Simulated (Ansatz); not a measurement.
# Ba on W(110): change of the work function, part 2 of 2

How does one ordered layer of Ba (hollow site) change the work function of W(110), and what dipole does each adsorbate carry?

Ansatz 0.2.0; plane-wave DFT, PBE, Ansatz PAW.

So far, work function, upper face (eV): step 2 (the clean slab) 4.84.

## 3. The covered slab

System of this step: BaW16 (Ba/W(110)). The cell holds 17 atoms: 16 W and 1 Ba. Its edges and angles: a = 5.473 Å, b = 5.473 Å, c = 28.272 Å, α = 90.0°, β = 90.0°, γ = 70.5°. Vacuum lies along c.

The clean slab as it ended is repeated in the plane and the adsorbate is set on one face; the cell's size fixes the coverage, and the k-mesh shrinks with it to keep the sampling density about even. Adsorbate and upper layers relax, since the dipole depends on the height.

input.yaml

```yaml
crystal:
  lattice:
    - [4.468914857, -3.16, 0.0]
    - [4.468914857, 3.16, 0.0]
    - [0.0, 0.0, 28.2724465522]
  atoms:
    - { symbol: W, position: [0.0, 0.0, 0.318331135] }
    - { symbol: W, position: [0.25, 0.25, 0.397364176] }
    - { symbol: W, position: [0.0, 0.0, 0.4777369609] }
    - { symbol: W, position: [0.25, 0.25, 0.5552742507] }
    - { symbol: W, position: [0.0, 0.5, 0.318331135] }
    - { symbol: W, position: [0.25, 0.75, 0.397364176] }
    - { symbol: W, position: [0.0, 0.5, 0.4777369609] }
    - { symbol: W, position: [0.25, 0.75, 0.5552742507] }
    - { symbol: W, position: [0.5, 0.0, 0.318331135] }
    - { symbol: W, position: [0.75, 0.25, 0.397364176] }
    - { symbol: W, position: [0.5, 0.0, 0.4777369609] }
    - { symbol: W, position: [0.75, 0.25, 0.5552742507] }
    - { symbol: W, position: [0.5, 0.5, 0.318331135] }
    - { symbol: W, position: [0.75, 0.75, 0.397364176] }
    - { symbol: W, position: [0.5, 0.5, 0.4777369609] }
    - { symbol: W, position: [0.75, 0.75, 0.5552742507] }
    - { symbol: Ba, position: [0.42, 0.42, 0.681668865] }
kpoints:
  mp_grid: { grid: [6, 6, 1] }
hamiltonian:
  xc: pbe
scf:
  occupations: { method: fermi_dirac, width: 0.1 }
  convergence: { dr2_threshold: 1.0e-08 }
efield:
  axis: 3
  dipole_correction: true
  ramp_position: 0.97
  ramp_width: 0.06
relax:
  f_tol: 0.02
  max_steps: 60
  constraints: [{ sites: [0, 1, 4, 5, 8, 9, 12, 13] }]
output:
  dos: { projected: true, e_range: [-8, 4] }
  write_potential: true
  write_density: true
  volumetric_format: npy
  elf: true
```

Command:

```sh
ansatz run input.yaml --threads 4 --pin off --max-ram 6144MiB --backend cpu --events-out ev --progress --plain --runs-dir out
```

Standard output:

```text
[...]
Crystal: 17 atoms, lattice volume = 798.514 Å³
Basis set: ecut = 420 eV, 15591 PW (Γ), exchange–correlation on 80×80×384 points (8 copies of the dense FFT grid, shifted against one another)
Bands: 141, of which v1, the nominal top of the filled ones, is band 117 counted from 1 (116 counted from 0)
Symmetry: 2 space group operations
[...]
k-points: 13 of 36 (time reversal used)
[...]
SCF iter   1: F=—  HF=-172097.231795 eV  |F-HF|=—  |Δ(HF+E_count)|=         —  Δρ=1.21e-2  dr2=5.06e1  ethr=1.77e-3  p=0.614 e·Å  D=1.39e-1 V/Å  ΔV_dip=-3.94 eV  dr2_dipole=4.34e1  V_vac-E_F(+/−)=1.45/5.38 eV  ⟨swp⟩=14.5  Hψ=11367  notcnv=0
[...]
SCF iter  12: F=-172096.202214 eV  HF=-172096.202214 eV  |F-HF|=8.44e-10  |Δ(HF+E_count)|=   2.03e-8  Δρ=5.31e-7  dr2=8.09e-9  ethr=4.27e-12  p=0.356 e·Å  D=8.07e-2 V/Å  ΔV_dip=-2.28 eV  dr2_dipole=8.70e-12  V_vac-E_F(+/−)=2.61/4.89 eV  ⟨swp⟩=12.9  Hψ=14422  notcnv=0
SCF 1 converged in 12 iterations: F = -172096.202214 eV  dr2 = 8.09e-9
[...]
relax step   1: F+E_penalty+E_count = -172096.20221417 eV  Δ(F+E_penalty+E_count) = +0.000e0 eV  max|allowed force component| = 1.175e0 eV/Å  Δτ_max = 0.0000 Å  (12 SCF iters, accepted)
[...]
SCF iter  11: F=-172096.411384 eV  HF=-172096.411384 eV  |F-HF|=8.73e-10  |Δ(HF+E_count)|=   1.19e-8  Δρ=5.72e-7  dr2=7.21e-9  ethr=4.27e-12  p=0.375 e·Å  D=8.51e-2 V/Å  ΔV_dip=-2.40 eV  dr2_dipole=6.58e-10  V_vac-E_F(+/−)=2.49/4.90 eV  ⟨swp⟩=13.1  Hψ=14928  notcnv=0
SCF 2 converged in 11 iterations: F = -172096.411384 eV  dr2 = 7.21e-9
  Residual-converged pass: ⟨swp⟩=1.1  Hψ=1886  notcnv=0  max |occ|·‖R‖ = 7.0e-9 eV (tolerance 1.0e-8 eV)  dr2=7.21e-9  dr2_onsite=6.62e-11  max |Δocc| = 4.6e-12
[...]
relax step   2: F+E_penalty+E_count = -172096.41138440 eV  Δ(F+E_penalty+E_count) = -2.092e-1 eV  max|allowed force component| = 1.143e0 eV/Å  Δτ_max = 0.1922 Å  (11 SCF iters, accepted)
SCF iter   1: F=—  HF=-172096.690806 eV  |F-HF|=—  |Δ(HF+E_count)|=         —  Δρ=3.12e-3  dr2=8.09e-1  ethr=8.82e-4  p=0.375 e·Å  D=8.51e-2 V/Å  ΔV_dip=-2.40 eV  dr2_dipole=6.29e-2  V_vac-E_F(+/−)=2.52/4.92 eV  ⟨swp⟩=6.2  Hψ=4848  notcnv=0
[...]
SCF iter  11: F=-172096.650361 eV  HF=-172096.650361 eV  |F-HF|=6.11e-10  |Δ(HF+E_count)|=   4.45e-9  Δρ=3.13e-7  dr2=3.15e-9  ethr=4.27e-12  p=0.403 e·Å  D=9.12e-2 V/Å  ΔV_dip=-2.58 eV  dr2_dipole=1.19e-10  V_vac-E_F(+/−)=2.32/4.90 eV  ⟨swp⟩=10.2  Hψ=11915  notcnv=0
SCF 3 converged in 11 iterations: F = -172096.650361 eV  dr2 = 3.15e-9
relax step   3: F+E_penalty+E_count = -172096.65036072 eV  Δ(F+E_penalty+E_count) = -2.390e-1 eV  max|allowed force component| = 8.725e-1 eV/Å  Δτ_max = 0.1951 Å  (11 SCF iters, accepted)
[...]
relax step   4: F+E_penalty+E_count = -172096.78461409 eV  Δ(F+E_penalty+E_count) = -1.343e-1 eV  max|allowed force component| = 3.540e-1 eV/Å  Δτ_max = 0.1996 Å  (10 SCF iters, accepted)
[...]
relax step   5: F+E_penalty+E_count = -172096.82466190 eV  Δ(F+E_penalty+E_count) = -4.005e-2 eV  max|allowed force component| = 8.402e-2 eV/Å  Δτ_max = 0.2000 Å  (10 SCF iters, accepted)
[...]
relax step   6: F+E_penalty+E_count = -172096.84007809 eV  Δ(F+E_penalty+E_count) = -1.542e-2 eV  max|allowed force component| = 8.019e-2 eV/Å  Δτ_max = 0.2000 Å  (10 SCF iters, accepted)
[...]
relax step   7: F+E_penalty+E_count = -172096.85028206 eV  Δ(F+E_penalty+E_count) = -1.020e-2 eV  max|allowed force component| = 4.921e-2 eV/Å  Δτ_max = 0.1943 Å  (10 SCF iters, accepted)
[...]
relax step   8: F+E_penalty+E_count = -172096.85316366 eV  Δ(F+E_penalty+E_count) = -2.882e-3 eV  max|allowed force component| = 4.471e-2 eV/Å  Δτ_max = 0.1935 Å  (10 SCF iters, accepted)
[...]
relax step   9: F+E_penalty+E_count = -172096.85051371 eV  Δ(F+E_penalty+E_count) = +2.650e-3 eV  max|allowed force component| = 1.052e-1 eV/Å  Δτ_max = 0.0301 Å  (9 SCF iters, rejected (line search))
SCF iter   1: F=—  HF=-172096.853812 eV  |F-HF|=—  |Δ(HF+E_count)|=         —  Δρ=1.10e-3  dr2=9.28e-3  ethr=3.56e-5  p=0.448 e·Å  D=1.01e-1 V/Å  ΔV_dip=-2.87 eV  dr2_dipole=1.33e-3  V_vac-E_F(+/−)=2.03/4.90 eV  ⟨swp⟩=3.3  Hψ=3404  notcnv=0
[...]
SCF iter   9: F=-172096.853570 eV  HF=-172096.853570 eV  |F-HF|=1.11e-9  |Δ(HF+E_count)|=   3.29e-9  Δρ=2.77e-7  dr2=1.91e-9  ethr=4.27e-12  p=0.448 e·Å  D=1.01e-1 V/Å  ΔV_dip=-2.87 eV  dr2_dipole=9.44e-10  V_vac-E_F(+/−)=2.03/4.90 eV  ⟨swp⟩=12.0  Hψ=14598  notcnv=0
SCF 10 converged in 9 iterations: F = -172096.853570 eV  dr2 = 1.91e-9
relax step  10: F+E_penalty+E_count = -172096.85356981 eV  Δ(F+E_penalty+E_count) = -4.062e-4 eV  max|allowed force component| = 5.167e-3 eV/Å  Δτ_max = 0.0131 Å  (9 SCF iters, accepted)
NSCF: frozen V_eff on 13 k-points
[...]
SCF converged after 9 iterations
Free energy (F): -172096.853570 eV
[...]
Internal energy: -172096.428796 eV  (E = F + TS)
E sigma→0 (E₀):  -172096.641183 eV
Entropy (-TS):   -0.424774 eV (-24.987 meV/atom)
Fermi energy:    5.625802 eV
Dipole field:    D = 0.101444 V/Å  (p = 0.447660 e·Å, saw-weighted, corrected)
Work function:   Φ+ = 2.0301 eV   Φ− = 4.8982 eV
[...]
--- Forces (eV/Å), atoms counted from 1 ---
  atom   1  W      0.00002223     0.00000000     0.38837886
  atom   2  W     -0.00914237     0.00000000    -0.30759803
  atom   3  W     -0.00067492    -0.00000000    -0.00181292
  atom   4  W      0.00254122     0.00000000     0.00516692
  atom   5  W     -0.00004271     0.00000252     0.33747119
  atom   6  W      0.00130076    -0.04566467    -0.41713019
  atom   7  W     -0.00146955    -0.00101781    -0.00126272
  atom   8  W     -0.00011813     0.00023918    -0.00000624
  atom   9  W     -0.00004271    -0.00000252     0.33747119
  atom  10  W      0.00130076     0.04566467    -0.41713019
  atom  11  W     -0.00146955     0.00101781    -0.00126272
  atom  12  W     -0.00011813    -0.00023918    -0.00000624
  atom  13  W     -0.00010179     0.00000000     0.38549563
  atom  14  W      0.01162038    -0.00000000    -0.30810387
  atom  15  W      0.00012340     0.00000000     0.00257170
  atom  16  W     -0.00181526    -0.00000000    -0.00160511
  atom  17  Ba    -0.00191441     0.00000000    -0.00063650
  max |Σ_I F_I| component: 7.59e-7 eV/Å
--- Band table (eV; the first three rows and the last of 13) ---
  k-point 0: bands = [... 113 lower, 5.9692, 5.9705, 6.1637, 6.3253, 6.3268, 6.5077, 6.5925, 6.6710, ... 20 higher]
  k-point 1: bands = [... 113 lower, 5.5316, 5.7706, 5.8551, 5.9000, 6.1118, 6.4349, 6.5123, 6.7153, ... 20 higher]
  k-point 2: bands = [... 113 lower, 5.0730, 5.1502, 5.3467, 5.5808, 5.7841, 5.8696, 6.0831, 6.2830, ... 20 higher]
  k-point 12: bands = [... 113 lower, 4.8737, 4.8822, 4.8951, 5.1048, 5.1191, 5.2304, 5.2371, 5.6879, ... 20 higher]
--- Relaxed structure (10 steps of the walk, 9 accepted, 0 SCFs on fresh bases) ---
  F+E_penalty+E_count = -172096.85356981 eV   max|allowed force component| = 5.167e-3 eV/Å
  atoms:
    - { symbol: W, position: [0.0, 0.0, 0.318331] }
    - { symbol: W, position: [0.25, 0.25, 0.397364] }
    - { symbol: W, position: [4.442839e-5, 4.442839e-5, 0.477546] }
    - { symbol: W, position: [0.252736, 0.252736, 0.556475] }
    - { symbol: W, position: [-5.551115e-17, 0.5, 0.318331] }
    - { symbol: W, position: [0.250000, 0.75, 0.397364] }
    - { symbol: W, position: [4.300681e-5, 0.500048, 0.477387] }
    - { symbol: W, position: [0.244924, 0.755198, 0.555228] }
    - { symbol: W, position: [0.5, -5.551115e-17, 0.318331] }
    - { symbol: W, position: [0.75, 0.250000, 0.397364] }
    - { symbol: W, position: [0.500048, 4.300681e-5, 0.477387] }
    - { symbol: W, position: [0.755198, 0.244924, 0.555228] }
    - { symbol: W, position: [0.5, 0.5, 0.318331] }
    - { symbol: W, position: [0.75, 0.75, 0.397364] }
    - { symbol: W, position: [0.500042, 0.500042, 0.477544] }
    - { symbol: W, position: [0.747391, 0.747391, 0.556480] }
    - { symbol: Ba, position: [0.500851, 0.500851, 0.656013] }
```

It took 5.7 min on 4 threads of Intel Xeon Platinum 8375C at 2.90GHz (Ice Lake), shared host; peak memory 3.2 GiB; 22 min of CPU time.

The steps of the relaxation:

| step | energy less that of the first step (eV) | largest force component (eV/Å) |
| --- | --- | --- |
| 1 | 0.0000 | 1.1747 |
| 2 | -0.2092 | 1.1434 |
| 3 | -0.4481 | 0.8725 |
| 4 | -0.5824 | 0.3540 |
| 5 | -0.6224 | 0.0840 |
| 6 | -0.6379 | 0.0802 |
| 7 | -0.6481 | 0.0492 |
| 8 | -0.6510 | 0.0447 |
| 9 | -0.6483 | 0.1052 |
| 10 | -0.6514 | 0.0052 |

Relaxation step 9 was tried and not accepted.

Forces are held to the 2 operations that the program found; a distortion that breaks them can't arise in this run.

The atoms that moved most (Å):

| atom | dx | dy | dz | length |
| --- | --- | --- | --- | --- |
| Ba17 | 0.723 | 0.000 | -0.725 | 1.024 |
| W4 | 0.024 | 0.000 | 0.034 | 0.042 |
| W16 | -0.023 | 0.000 | 0.034 | 0.041 |
| W8 | 0.001 | 0.032 | -0.001 | 0.032 |
| W12 | 0.001 | -0.032 | -0.001 | 0.032 |
| W7 | 0.000 | 0.000 | -0.010 | 0.010 |
| W11 | 0.000 | 0.000 | -0.010 | 0.010 |
| W15 | 0.000 | 0.000 | -0.005 | 0.005 |

The relaxed structure:

```xyz
17
Lattice="4.4689 -3.1600 0.0000 4.4689 3.1600 0.0000 0.0000 0.0000 28.2724" Properties=species:S:1:pos:R:3
W     0.0000    0.0000    9.0000
W     2.2345    0.0000   11.2345
W     0.0004    0.0000   13.5014
W     2.2589    0.0000   15.7329
W     2.2345    1.5800    9.0000
W     4.4689    1.5800   11.2345
W     2.2349    1.5800   13.4969
W     4.4695    1.6125   15.6977
W     2.2345   -1.5800    9.0000
W     4.4689   -1.5800   11.2345
W     2.2349   -1.5800   13.4969
W     4.4695   -1.6125   15.6977
W     4.4689    0.0000    9.0000
W     6.7034    0.0000   11.2345
W     4.4693    0.0000   13.5014
W     6.6801    0.0000   15.7330
Ba    4.4765    0.0000   18.5471
```

Read from the output:

| Property | Result |
| --- | --- |
| energy at zero smearing | -172096.6412 eV |
| work function, upper face | 2.030 eV |
| work function, lower face | 4.898 eV |
| dipole along the normal | 0.4477 e·Å |
| step between the vacuum levels | -2.868 eV |

Running mean over 2.234 Å of the planar mean; the ramp of the sawtooth is left out. The electron's electrostatic potential energy less the Fermi level by z:

| z (Å) | electron's electrostatic potential energy less the Fermi level (eV) |
| --- | --- |
| 4 | 4.90 |
| 5 | 4.89 |
| 6 | 4.75 |
| 7 | 3.27 |
| 8 | -5.75 |
| 9 | -12.2 |
| 10 | -12.6 |
| 11 | -12.7 |
| 12 | -12.5 |
| 13 | -12.6 |
| 14 | -12.7 |
| 15 | -12.6 |
| 16 | -11.6 |
| 17 | -4.15 |
| 18 | -1.52 |
| 19 | -2.22 |
| 20 | -0.0219 |
| 21 | 1.56 |
| 22 | 1.91 |
| 23 | 2.00 |
| 24 | 2.02 |
| 25 | 2.03 |

The density of states has structure finer than the step of the table below, so its rows give means over 0.25 eV. Peaks (eV: height): -4.540: 28.0, -3.310: 31.3, -3.100: 43.0, -2.890: 29.1, -2.740: 31.4, -2.590: 27.1, -1.470: 27.5.

Density of states against energy, zero at the Fermi level; means over each step:

energy (eV), density of states (states/eV a cell) and a bar:
```
    -7.75        0.9 
    -7.50        1.7 #
    -7.25        2.0 #
    -7.00        2.3 ##
    -6.75        2.2 ##
    -6.50        1.6 #
    -6.25        4.2 ####
    -6.00        5.1 #####
    -5.75       10.8 #############
    -5.50        8.4 ##########
    -5.25       10.9 #############
    -5.00       11.6 ##############
    -4.75       13.2 ################
    -4.50       21.1 ##########################
    -4.25       12.6 ###############
    -4.00       12.2 ###############
    -3.75        8.8 ##########
    -3.50        8.4 ##########
    -3.25       20.3 #########################
    -3.00       23.4 #############################
    -2.75       23.9 ##############################
    -2.50       20.3 #########################
    -2.25       20.0 #########################
    -2.00       22.2 ############################
    -1.75       22.2 ############################
    -1.50       23.1 #############################
    -1.25       15.5 ###################
    -1.00       15.0 ##################
    -0.75       10.3 ############
    -0.50       14.7 ##################
    -0.25       11.5 ##############
     0.00       13.8 #################
     0.25       13.7 #################
     0.50       14.8 ##################
     0.75       15.0 ##################
     1.00       19.2 ########################
     1.25       21.2 ###########################
     1.50       21.8 ###########################
```

Projected DOS per atom over height of the atomic layer and energy from the Fermi level. Layers: W4 W4 W4 W4 Ba from below.

Ten even steps from '0' (0.00 states/eV) to '9' (1.72 states/eV), each cell a mean:
```
67651
65561
63352
52254
42251
62241
72361
95592
86692
76680
79980
37740
33330
45540
46640
25520
24420
12210
01100
00000
00000
00000
```
Columns: height of the atomic layer (Å) from 9 to 18.5 (not evenly spaced); rows upwards: energy from the Fermi level (eV) from -7.96 to 1.75.

Electrostatic potential energy in the ca plane at fractional y = 0.500, with atoms of W and Ba within 0.2 Å of it. With pseudopotentials it is smooth inside the atoms' cores, unlike the true potential.

Ten even steps from '0' (-53 eV) to '9' (9 eV), each cell a mean:
```
00489999984000379999999999999999999999999999
13689999987323689999999999999999999999999999
67899889998767899989999999999999999999999999
88999888999888999989999998889999999999999999
67899889998767899999999976567899999999999999
13689999987312589999999853335899999999999999
00489999984000379999999732224789999999999999
00389999984000279999999632124789999999999999
01589999985101489999999742235799999999999999
45899989998645799999999865457899999999999999
88999888999888999989999987778999999999999999
88999888999888999989999999999999999999999999
45799989998545799999999999999999999999999999
01589999985100489999999999999999999999999999
00389999984000279999999999999999999999999999
```
Columns run along c (16.0 Å, from fractional 0.32 to 0.89 of the cell; values clipped at the 3rd and 97th percentile), rows up along a (5.5 Å). Atoms in or near the plane, at fractional coordinates: W at (0.48, 0.00), W at (0.48, 0.50), Ba at (0.66, 0.50).

ELF in the ca plane at fractional y = 0.500, with atoms of W and Ba within 0.2 Å of it. It is the smooth field of the valence electrons, not physical close to the nuclei.

Ten even steps from '0' (0.00) to '9' (0.86), each cell a mean:
```
47535434435746634544455432100111111000000000
76345434432676334434455421000001111000000000
43344444543343345444565310110000111100000000
43454444554443455444565224553210111100000000
43344444543343345444553259998521111110000000
76345434433676334434542499899741111110000000
47535434535746634444532694149852111110000000
16535444535615734544532692039952111110000000
77435434433777534444542597579841111110000000
54345434542454235444553379999631111110000000
33454444554333455444564236775311111110000000
33454444554333455444565311221100111100000000
64345434542465234434555420000001111100000000
77435434434777534434455431000011111000000000
16535444536615734544455442111111111000000000
```
Columns run along c (16.0 Å, from fractional 0.32 to 0.89 of the cell), rows up along a (5.5 Å). Atoms in or near the plane, at fractional coordinates: W at (0.48, 0.00), W at (0.48, 0.50), Ba at (0.66, 0.50).

Valence density in the ca plane at fractional y = 0.500, with atoms of W and Ba within 0.2 Å of it. It is the smooth field of the valence electrons, not physical close to the nuclei.

Values in e/Å³, 8 rows by 16 columns, each cell a mean:
```
3.2 0.4 0.3 0.7 3.8 1.2 0.3 0.2 0.1 0.0 0.0 0.0 0.0 0.0 0.0 0.0
0.6 0.3 0.4 0.3 0.6 0.4 0.4 0.3 0.1 0.1 0.0 0.0 0.0 0.0 0.0 0.0
1.0 0.3 0.4 0.3 1.2 0.5 0.3 0.3 0.3 0.8 0.4 0.0 0.0 0.0 0.0 0.0
3.7 0.4 0.3 0.8 4.5 1.5 0.3 0.2 0.6 0.9 0.8 0.0 0.0 0.0 0.0 0.0
3.2 0.4 0.3 0.7 3.8 1.2 0.3 0.2 0.5 1.1 0.7 0.0 0.0 0.0 0.0 0.0
0.6 0.3 0.4 0.3 0.6 0.4 0.4 0.3 0.2 0.5 0.2 0.0 0.0 0.0 0.0 0.0
1.0 0.3 0.4 0.4 1.2 0.5 0.4 0.3 0.1 0.0 0.0 0.0 0.0 0.0 0.0 0.0
3.7 0.4 0.3 0.8 4.5 1.5 0.3 0.2 0.1 0.0 0.0 0.0 0.0 0.0 0.0 0.0
```
Columns run along c (16.0 Å, from fractional 0.32 to 0.89 of the cell), rows up along a (5.5 Å). Atoms in or near the plane, at fractional coordinates: W at (0.48, 0.00), W at (0.48, 0.50), Ba at (0.66, 0.50).

The relaxation took 10 steps and lowered the energy by 0.65 eV; the largest force on the free atoms ends at 0.0052 eV/Å.

By hand: a sheet of dipoles makes a step −p/(ε₀A) in the electron's potential. With e/ε₀ = 180.95 V·Å, p = 0.4477 e·Å and A = 28.24 Å², that is −180.95 × (0.4477) / 28.24 = -2.868 eV, and the two vacuum levels of the run differ by -2.868 eV.

The covered face has 2.03 eV, -2.81 eV against the clean one; the bare back face has moved by -0.00 eV, a measure of how thin the slab is.

## 4. Work function against coverage

This step: plane-wave DFT, PBE, Ansatz PAW; work function against coverage (Ansatz 0.2.0).

The runs are now put side by side.

This step gave:

| Item | Value |
| --- | --- |
| work function of the clean face | 4.845 eV |
| largest change of the work function | -2.815 eV |

The work function of the covered face by coverage:

| coverage (adsorbates/nm²) | work function of the covered face (eV) |
| --- | --- |
| 0.00 | 4.84 |
| 3.54 | 2.03 |

The dipole per adsorbate comes from the change of the cell's dipole. Coverage, by row:

| coverage (1/nm²) | coverage (ML) | work function (eV) | change (eV) | dipole per adsorbate, positive end outwards (debye) | mean height of the added atoms over the highest substrate atom (Å) |
| --- | --- | --- | --- | --- | --- |
| 3.541 | 0.25 | 2.03 | -2.815 | 2.11 | 2.814 |

## 5. Summary of results

| Quantity | Value |
| --- | --- |
| work function of the clean face | 4.84 eV |
| work function at 0.25 ML | 2.03 eV |
| dipole per adsorbate at 0.25 ML, positive end outwards | 2.11 D |

**Reading.** Ba lowers the work function of W(110) at the lowest coverage, by 2.81 eV: the adsorbate layer has its positive end outwards. One coverage alone was completed, so no trend follows. The slab has 4 layers, at the tabulated experimental lattice constant, one starting site was run, and quantum-size effects of a slab this thin can reach one or two tenths of an eV.

[Long decimals in the printed logs are rounded to 6 places.]

[Logs are printed without paths, hosts, clocks, repeated set-up lines and the standing remarks that a program may print on its own settings, such as how far it seeks lower states.]

[Hosts, paths, dates, database ids (printed as entryN), source tags and the programs' standing remarks are cut or masked in the printed files.]

[Maps of the electrostatic potential energy from Ansatz leave out the sawtooth potential of an applied field or a dipole correction, so their vacuum need not be flat; planar profiles and work functions include it.]
